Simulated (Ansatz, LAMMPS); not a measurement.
# Gap against volume in glassy 61Al2O3-39P2O5 (mol %) (104 atoms)

Density of this cell: 2.84 g/cm³. The cell holds 104 atoms: 22 Al, 14 P and 68 O. Its edges and angles: a = 10.575 Å, b = 10.709 Å, c = 10.914 Å, α = 90.5°, β = 88.0°, γ = 91.4°. The starting structure: 104 atoms (22 Al, 14 P, 68 O) placed at random at 2.66 g/cm³, melted at 4000 K for 10 ps at fixed volume with the Morse and Coulomb pair potential with partial charges (Pedone, Malavasi, Menziani, Cormack and Segre, J. Phys. Chem. B 110, 11780 (2006)). Quenched from 4000 K to 300 K at 50 K/ps and fixed volume, held 10 ps at zero pressure.

Calculated with Ansatz 0.2.0: Kohn-Sham DFT, r2SCAN, PAW (set soft_2), plane waves; cutoff 500 eV, Γ point, fermi-dirac smearing of 0.05 eV. The relaxed cell was scaled evenly and the atoms were relaxed at each volume. The gap is that between the highest filled and the lowest empty Kohn-Sham level on the run's k-points.

| volume (Å³/atom) | gap (eV) |
| --- | --- |
| 10.686 | 4.920 |
| 11.161 | 4.785 |
| 11.517 | ? |
| 11.873 | 4.633 |
| 12.229 | 4.426 |
| 12.585 | 4.220 |

Task: Fit a straight line in ln V to the rows given and interpolate to the withheld row.

Worked fit:

A volume deformation potential makes the spacing linear in u = ln(V/V0), with V0 = 11.873 Å³ the relaxed volume; v is the spacing.

```
u = ln(V/V0)  v (eV)
   -0.105362  4.9201
  -0.0618752  4.7853
           0  4.6335
   0.0295595  4.4261
   0.0582685  4.2201
```

With n = 5: mean u = -0.0158818, mean v = 4.59702, Σ(u − ū)² = 0.017937, Σ(u − ū)(v − v̄) = -0.072705. Slope b = -0.072705 / 0.017937 = -4.0532; intercept a = v̄ − b ū = 4.5326.

At the withheld volume u = -0.03046, and v = a + b u.

Prediction at 11.517: 4.656 eV. The run gave 4.654 eV, so the fit is high by 0.0024 eV (0.052 % of the value).

The slope, -4.05 eV, says that the spacing narrows on expansion. Among the rows given, the largest miss of the fit is at 11.873, by 0.10 eV (14 % of the range of the table).

Limits: The table spans 16 % in volume, wide for a linear law. Semilocal functionals tend to put gaps under measured ones. Only the Γ point is sampled. Atoms move by up to 0.7 Å in these relaxations, so the structure changes along the series. Defect or tail levels can set the spacing of a disordered cell.

[Logs are printed without paths, hosts, clocks, repeated set-up lines and the standing remarks that a program may print on its own settings, such as how far it seeks lower states.]

[Hosts, paths, dates, database ids (printed as entryN), source tags and the programs' standing remarks are cut or masked in the printed files.]
